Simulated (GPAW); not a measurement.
**Dielectric function and optical constants of KGeF3 (model structure)**

Wanted: where KGeF3 (model structure) starts to absorb, how strongly, and its refractive index. The cell was made here by substitution or stacking, whether or not such a phase is known. It was built so: All Pb replaced by Ge and Rb replaced by K in the Pm-3m structure of RbPbF3. The cell given below was relaxed beforehand with Ansatz.

Method: DFT, LDA, plane-wave PAW (GPAW data sets), scalar-relativistic, RPA, optical limit, in GPAW 26.7.0.

## 1. The structure

The structure is cubic, space group Pm-3m (No. 221). Conventional cell: a = 4.303 Å, b = 4.303 Å, c = 4.303 Å, α = 90.00°, β = 90.00°, γ = 90.00°. Ge has 6 F at 2.15 Å nearest. K has 12 F at 3.04 Å nearest. Nearest to F lie 2 Ge at 2.15 Å and 4 K at 3.04 Å. All Pb replaced by Ge and Rb replaced by K in the Pm-3m structure of RbPbF3. Farther neighbours and most contacts between anions are not listed.

## 2. Ground state

First the ground state: is it a metal or has it a gap?

This step: DFT, LDA, plane-wave PAW (GPAW data sets), scalar-relativistic, ground state (GPAW 26.7.0).

gs.py reads:

```python
from ase import Atoms
from ase.dft.bandgap import bandgap
from gpaw import GPAW, PW, FermiDirac

atoms = Atoms(['Ge', 'K', 'F', 'F', 'F'],
              cell=[[4.30288604, 0.00000000, 0.00000000],
                    [0.00000000, 4.30288604, 0.00000000],
                    [0.00000000, 0.00000000, 4.30288604]],
              scaled_positions=[[0.50000000, 0.50000000, 0.50000000],
                                [0.00000000, 0.00000000, 0.00000000],
                                [0.50000000, 0.50000000, 0.00000000],
                                [0.50000000, 0.00000000, 0.50000000],
                                [0.00000000, 0.50000000, 0.50000000]],
              pbc=[True, True, True])
atoms.calc = GPAW(mode=PW(400), xc='LDA', kpts={'size': (5, 5, 5), 'gamma': True},
                  occupations=FermiDirac(0.05), maxiter=150, txt='gs.txt')
print('energy (eV)', atoms.get_potential_energy())
print('Fermi level (eV)', atoms.calc.get_fermi_level())
print('valence electrons', atoms.calc.get_number_of_electrons())
print('gap (eV)', bandgap(atoms.calc, output=None)[0])
print('direct gap (eV)', bandgap(atoms.calc, direct=True, output=None)[0])
atoms.calc.write('gs.gpw')
```

Started as:

```bash
> OMP_NUM_THREADS=1 python gs.py
```

Numbers of over 12 decimals in the logs are rounded to 6 here.

What it wrote:

```text
__  _  _
 | _ |_)|_||  |
 |__||  | ||/\| - 26.7.0

Versions:
  Python: 3.12.14
  ASE:    3.29.0
  Numpy:  2.5.5
  Scipy:  1.18.1
  Libxc:  7.0.0

Input parameters:
  mode=PW(ecut=400.0),
  kpts=MonkhorstPack(size=(5, 5, 5), gamma=True),
  maxiter=150,
  occupations=Occupations(name='fermi-dirac', width=0.05, fixmagmom=False),
  xc=XC(name='LDA')

Diagonalizing LCAO Hamiltonian
Converting LCAO to pw mode
    .----------.
   /|          |
  / |          |
 *  |          |
 | F|   Ge     |
 |  .----------.
 | /   FF     /
 |/          /
 K----------*

Atoms  # Å, Bohr magnetons
|   | symbol |        x |        y |        z |    initial magnetic moments |
| 0 |     Ge | 2.151443 | 2.151443 | 2.151443 | ( 0.0000,  0.0000,  0.0000) |
| 1 |      K | 0.000000 | 0.000000 | 0.000000 | ( 0.0000,  0.0000,  0.0000) |
| 2 |      F | 2.151443 | 2.151443 | 0.000000 | ( 0.0000,  0.0000,  0.0000) |
| 3 |      F | 2.151443 | 0.000000 | 2.151443 | ( 0.0000,  0.0000,  0.0000) |
| 4 |      F | 0.000000 | 2.151443 | 2.151443 | ( 0.0000,  0.0000,  0.0000) |

Unit cell  # Å
| periodic |        x |        y |        z |  lengths |    angles |
|      yes | 4.302886 | 0.000000 | 0.000000 | 4.302886 | 90.000000 |
|      yes | 0.000000 | 4.302886 | 0.000000 | 4.302886 | 90.000000 |
|      yes | 0.000000 | 0.000000 | 4.302886 | 4.302886 | 90.000000 |

Number of symmetries: 48
Symmetry operations  # r_c * U_cc + t_c -> r_c
|    | kind |            matrix            |
|  0 |  E   |  1, 0, 0,  0, 1, 0,  0, 0, 1 |
|  1 |  σ   |  1, 0, 0,  0, 1, 0,  0, 0,-1 |
|  2 |  σ   |  1, 0, 0,  0, 0, 1,  0, 1, 0 |
|  3 |  C4  |  1, 0, 0,  0, 0, 1,  0,-1, 0 |
|  4 |  C4  |  1, 0, 0,  0, 0,-1,  0, 1, 0 |
|  5 |  σ   |  1, 0, 0,  0, 0,-1,  0,-1, 0 |
|  6 |  σ   |  1, 0, 0,  0,-1, 0,  0, 0, 1 |
|  7 |  C2  |  1, 0, 0,  0,-1, 0,  0, 0,-1 |
|  8 |  σ   |  0, 1, 0,  1, 0, 0,  0, 0, 1 |
|  9 |  C2  |  0, 1, 0,  1, 0, 0,  0, 0,-1 |
| 10 |  C3  |  0, 1, 0,  0, 0, 1,  1, 0, 0 |
| 11 |  S6  |  0, 1, 0,  0, 0, 1, -1, 0, 0 |
| 12 |  S6  |  0, 1, 0,  0, 0,-1,  1, 0, 0 |
| 13 |  C3  |  0, 1, 0,  0, 0,-1, -1, 0, 0 |
| 14 |  C4  |  0, 1, 0, -1, 0, 0,  0, 0, 1 |
| 15 |  S4  |  0, 1, 0, -1, 0, 0,  0, 0,-1 |
| 16 |  C3  |  0, 0, 1,  1, 0, 0,  0, 1, 0 |
| 17 |  S6  |  0, 0, 1,  1, 0, 0,  0,-1, 0 |
| 18 |  σ   |  0, 0, 1,  0, 1, 0,  1, 0, 0 |
| 19 |  C4  |  0, 0, 1,  0, 1, 0, -1, 0, 0 |
| 20 |  C2  |  0, 0, 1,  0,-1, 0,  1, 0, 0 |
| 21 |  S4  |  0, 0, 1,  0,-1, 0, -1, 0, 0 |
| 22 |  S6  |  0, 0, 1, -1, 0, 0,  0, 1, 0 |
| 23 |  C3  |  0, 0, 1, -1, 0, 0,  0,-1, 0 |
| 24 |  S6  |  0, 0,-1,  1, 0, 0,  0, 1, 0 |
| 25 |  C3  |  0, 0,-1,  1, 0, 0,  0,-1, 0 |
| 26 |  C4  |  0, 0,-1,  0, 1, 0,  1, 0, 0 |
| 27 |  σ   |  0, 0,-1,  0, 1, 0, -1, 0, 0 |
| 28 |  S4  |  0, 0,-1,  0,-1, 0,  1, 0, 0 |
| 29 |  C2  |  0, 0,-1,  0,-1, 0, -1, 0, 0 |
| 30 |  C3  |  0, 0,-1, -1, 0, 0,  0, 1, 0 |
| 31 |  S6  |  0, 0,-1, -1, 0, 0,  0,-1, 0 |
| 32 |  C4  |  0,-1, 0,  1, 0, 0,  0, 0, 1 |
| 33 |  S4  |  0,-1, 0,  1, 0, 0,  0, 0,-1 |
| 34 |  S6  |  0,-1, 0,  0, 0, 1,  1, 0, 0 |
| 35 |  C3  |  0,-1, 0,  0, 0, 1, -1, 0, 0 |
| 36 |  C3  |  0,-1, 0,  0, 0,-1,  1, 0, 0 |
| 37 |  S6  |  0,-1, 0,  0, 0,-1, -1, 0, 0 |
| 38 |  σ   |  0,-1, 0, -1, 0, 0,  0, 0, 1 |
| 39 |  C2  |  0,-1, 0, -1, 0, 0,  0, 0,-1 |
| 40 |  σ   | -1, 0, 0,  0, 1, 0,  0, 0, 1 |
| 41 |  C2  | -1, 0, 0,  0, 1, 0,  0, 0,-1 |
| 42 |  C2  | -1, 0, 0,  0, 0, 1,  0, 1, 0 |
| 43 |  S4  | -1, 0, 0,  0, 0, 1,  0,-1, 0 |
| 44 |  S4  | -1, 0, 0,  0, 0,-1,  0, 1, 0 |
| 45 |  C2  | -1, 0, 0,  0, 0,-1,  0,-1, 0 |
| 46 |  C2  | -1, 0, 0,  0,-1, 0,  0, 0, 1 |
| 47 |  i   | -1, 0, 0,  0,-1, 0,  0, 0,-1 |

BZ-sampling:
  Number of BZ points: 125
  Number of IBZ points: 10

  Monkhorst-Pack size: [5, 5, 5]
  Monkhorst-Pack shift: [0, 0, 0]

K-points  # in reciprocal-cell coordinates
|   |                                coordinates |     weight |
| 0 | (  0.00000000,   0.00000000,   0.00000000) | 0.00800000 |
| 1 | (  0.20000000,   0.00000000,   0.00000000) | 0.04800000 |
| 2 | (  0.20000000,   0.20000000,   0.00000000) | 0.09600000 |
| 3 | (  0.20000000,   0.20000000,   0.20000000) | 0.06400000 |
| 4 | (  0.40000000,   0.00000000,   0.00000000) | 0.04800000 |
| 5 | (  0.40000000,   0.20000000,   0.00000000) | 0.19200000 |
| 6 | (  0.40000000,   0.20000000,   0.20000000) | 0.19200000 |
| 7 | (  0.40000000,   0.40000000,   0.00000000) | 0.09600000 |
| 8 | (  0.40000000,   0.40000000,   0.20000000) | 0.19200000 |
| 9 | (  0.40000000,   0.40000000,   0.40000000) | 0.06400000 |

Plane wave coefficients: 1462
Cutoff: 400.0 eV

Spin-components: 1 (collinear spins)
Bands:           21
Projectors:      25
Spin-degeneracy: 2
Datatype:        complex128

Parallelization:
  kpt:    1
  domain: 1
  band:   1

Density:
  Valence electrons: 34.0
  Components: 1
  Grid points: [20 20 20]
  Charge: 0.0  # |e|

Potential:
  Grid points: [20 20 20]

species:
  Ge:
    name:    Germanium
    id:
    Z:       32.0
    valence: 4
    core:    28
    charge:  0.0  # [|e|]
    compensation charges:
      type: gauss
      rc: 0.32  # [Å]
      lmax: 2
    cutoffs:
      filter: 1.77  # [Å]
      core: 3.42  # [Å]
    projectors
    | kind |    occ | energy [eV] | rcut [Å] |
    |   4s |  2.000 |     -11.940 |    1.005 |
    |   4p |  2.000 |      -4.047 |    1.005 |
    |    s |        |      15.272 |    1.005 |
    |    p |        |      23.164 |    1.005 |
    |    d |        |       0.000 |    1.005 |

    Using partial waves for Ge as LCAO basis

  K:
    name:    Potassium
    id:
    Z:       19.0
    valence: 9
    core:    10
    charge:  0.0  # [|e|]
    compensation charges:
      type: gauss
      rc: 0.35  # [Å]
      lmax: 2
    cutoffs:
      filter: 1.91  # [Å]
      core: 1.27  # [Å]
    projectors
    | kind |    occ | energy [eV] | rcut [Å] |
    |   3s |  2.000 |     -35.177 |    1.122 |
    |   4s |  1.000 |      -2.428 |    1.122 |
    |   3p |  6.000 |     -18.839 |    1.106 |
    |    p |        |       8.373 |    1.106 |
    |    d |        |       0.000 |    0.937 |

    Using partial waves for K as LCAO basis

  F:
    name:    Fluorine
    id:
    Z:       9.0
    valence: 7
    core:    2
    charge:  0.0  # [|e|]
    compensation charges:
      type: gauss
      rc: 0.20  # [Å]
      lmax: 2
    cutoffs:
      filter: 1.14  # [Å]
      core: 0.74  # [Å]
    projectors
    | kind |    occ | energy [eV] | rcut [Å] |
    |   2s |  2.000 |     -29.647 |    0.635 |
    |   2p |  5.000 |     -11.293 |    0.635 |
    |    s |        |      -2.435 |    0.635 |
    |    p |        |      15.918 |    0.635 |
    |    d |        |       0.000 |    0.635 |

    Using partial waves for F as LCAO basis

Reference energy: -81455.364076  # eV

eigensolver:
  PPCG
  Converge bands: occupied
  niter=2

density mixing:
  MSR1-Mixer
  Pratt-step length: 0.05
  Maximum mixing coefficient: 0.75
  Old densities: 10
  SVD Regularization: 0.005
  Good broyden scale: 1.0
  Trust region scale: 1.0
  Backstep threshold: 4.0
  History deletion threshold: 6.0
  Fourier metric: weight=20.0, sigma=0.015

occupation numbers:
  Fermi-Dirac:
    width: 0.0500  # eV

poisson solver:
  ecut: 3200.0  # eV

xc functional:
  name: None

convergence criteria:
- Maximum [total energy] change in last 3 cyles: 0.0005 eV / valence electron
- Maximum integral of absolute [dens]ity change: 0.0001 electrons / valence electron
- Maximum integral of absolute [eigenst]ate change: 4e-08 eV^2 / valence electron
maximum number of iterations: 150

SCF iterations
|iter     |      energy | eigst |  dens |
|iter:   1||  -22.948805 | -0.27 |       |
|iter:   2||  -22.685035 | -2.12 | -1.14 |
|iter:   3||  -21.835617 | -1.18 | -1.19 |
|iter:   4||  -21.793489 | -2.73 | -1.59 |
|iter:   5||  -21.782351 | -3.36 | -1.90 |
|iter:   6||  -21.782348c| -5.08 | -2.81 |
|iter:   7||  -21.782359c| -6.32 | -3.39 |
|iter:   8||  -21.782361c| -7.85c| -3.94 |
|iter:   9||  -21.782361c| -8.39c| -5.17c|

Converged in 9 steps
SCF loop duration: 5.995 s (0.666 s/step)
Energy contributions relative to reference atoms: (reference = -81455.364076)

Energy contributions:
  Kinetic:           4.781596
  Coulomb:          -2.933507
  Zero:              0.004021
  External:          0.000000
  Xc:              -23.634470
  Entropy:          -0.000000
  Spinorbit:         0.000000
  ----------------------------
  Free energy:     -21.782361
  Extrapolated:    -21.782361

dipole moment: (-28.572709, -28.572709, -28.572709)  # |e|*Ang

Fermi level: 5.048
Eigenvalues  # (at kpt = [0.000, 0.000, 0.000])
| band index |      eig [eV] | occ [0-2] |
|          0 |       -26.121 |     2.000 |
|        ... |               |           |
|          9 |        -3.539 |     2.000 |
|         10 |        -1.825 |     2.000 |
|         11 |        -1.005 |     2.000 |
|         12 |        -1.005 |     2.000 |
|         13 |        -1.005 |     2.000 |
|         14 |        -0.922 |     2.000 |
|         15 |        -0.922 |     2.000 |
|         16 |        -0.922 |     2.000 |
|         17 |         7.319 |     0.000 |
|         18 |        10.396 |     0.000 |
|         19 |        10.396 |     0.000 |
|         20 |        10.396 |     0.000 |

Gap: 2.661 eV
Transition (v -> c):
  (s=0, k=9, n=16, [0.40, 0.40, 0.40]) -> (s=0, k=9, n=17, [0.40, 0.40, 0.40])
No difference between direct/indirect transitions

--- standard output ---
energy (eV) -21.782361
Fermi level (eV) 5.047684
valence electrons 34.0
gap (eV) 2.661409
direct gap (eV) 2.661409
```

The job ended after 8.4 s (1 thread of Arm Neoverse N1, shared host; peak memory 0.14 GiB).

This step gave:

* energy: -21.78 eV
* Fermi energy: 5.048 eV
* gap on the k-mesh: 2.661 eV
* direct gap on the mesh: 2.661 eV
* electrons: 34

There is a gap, 2.66 eV on this mesh (points off the mesh can give less), so no carriers' term is needed.

## 3. Bands for the response

At the fixed density, many empty bands are solved on the mesh of the response, since the spectrum sums over them.

This step: DFT, LDA, plane-wave PAW (GPAW data sets), scalar-relativistic, bands at fixed density (GPAW 26.7.0).

nscf.py reads:

```python
from ase.dft.bandgap import bandgap
from gpaw import GPAW, FermiDirac

calc = GPAW('gs.gpw').fixed_density(kpts={'size': (6, 6, 6), 'gamma': True}, nbands=47, convergence={'bands': 41},
                                    occupations=FermiDirac(0.001), txt='nscf.txt')
print('gap (eV)', bandgap(calc, output=None)[0])
print('direct gap (eV)', bandgap(calc, direct=True, output=None)[0])
calc.write('full.gpw', mode='all')
```

Started as:

```bash
> OMP_NUM_THREADS=1 python nscf.py
```

What it wrote:

```text
Diagonalizing LCAO Hamiltonian
Converting LCAO to pw mode
convergence criteria:
- Maximum integral of absolute [eigenst]ate change: 4e-08 eV^2 / valence electron
maximum number of iterations: 150

SCF iterations
|iter     |      energy | eigst |  dens |
|iter:   1||             | +3.12 |       |
|iter:   2||             | +1.87 |       |
|iter:   3||             | +0.80 |       |
|iter:   4||             | -0.35 |       |
|iter:   5||             | -1.43 |       |
|iter:   6||             | -2.51 |       |
|iter:   7||             | -3.43 |       |
|iter:   8||             | -4.48 |       |
|iter:   9||             | -5.37 |       |
|iter:  10||             | -6.46 |       |
|iter:  11||             | -7.26 |       |
|iter:  12||             | -7.83c|       |
SCF steps: 12
  __  _  _
 | _ |_)|_||  |
 |__||  | ||/\| - 26.7.0

Versions:
  Python: 3.12.14
  ASE:    3.29.0
  Numpy:  2.5.5
  Scipy:  1.18.1
  Libxc:  7.0.0

Input parameters:
  mode=PW(ecut=400.0),
  convergence={'bands': 41},
  gpts=array([20, 20, 20]),
  kpts=MonkhorstPack(size=(6, 6, 6), gamma=True),
  maxiter=150,
  nbands=47,
  occupations=Occupations(name='fermi-dirac', width=0.001, fixmagmom=False),
  parallel={},
  xc=XC(name='LDA')

--- standard output ---
gap (eV) 1.419922
direct gap (eV) 1.419922
```

The job ended after 37 s (1 thread; peak memory 0.17 GiB).

Read-outs, printed or worked out from the files:

| Property | Result |
| --- | --- |
| gap on the k-mesh | 1.420 eV |
| direct gap on the mesh | 1.420 eV |

[end of part 1 of 2]

[Machine, clock and banner lines and Python warnings are left out of the logs.]

[Logs are printed without paths, hosts, clocks, repeated set-up lines and the standing remarks that a program may print on its own settings, such as how far it seeks lower states.]

[Hosts, paths, dates, database ids (printed as entryN), source tags and the programs' standing remarks are cut or masked in the printed files.]
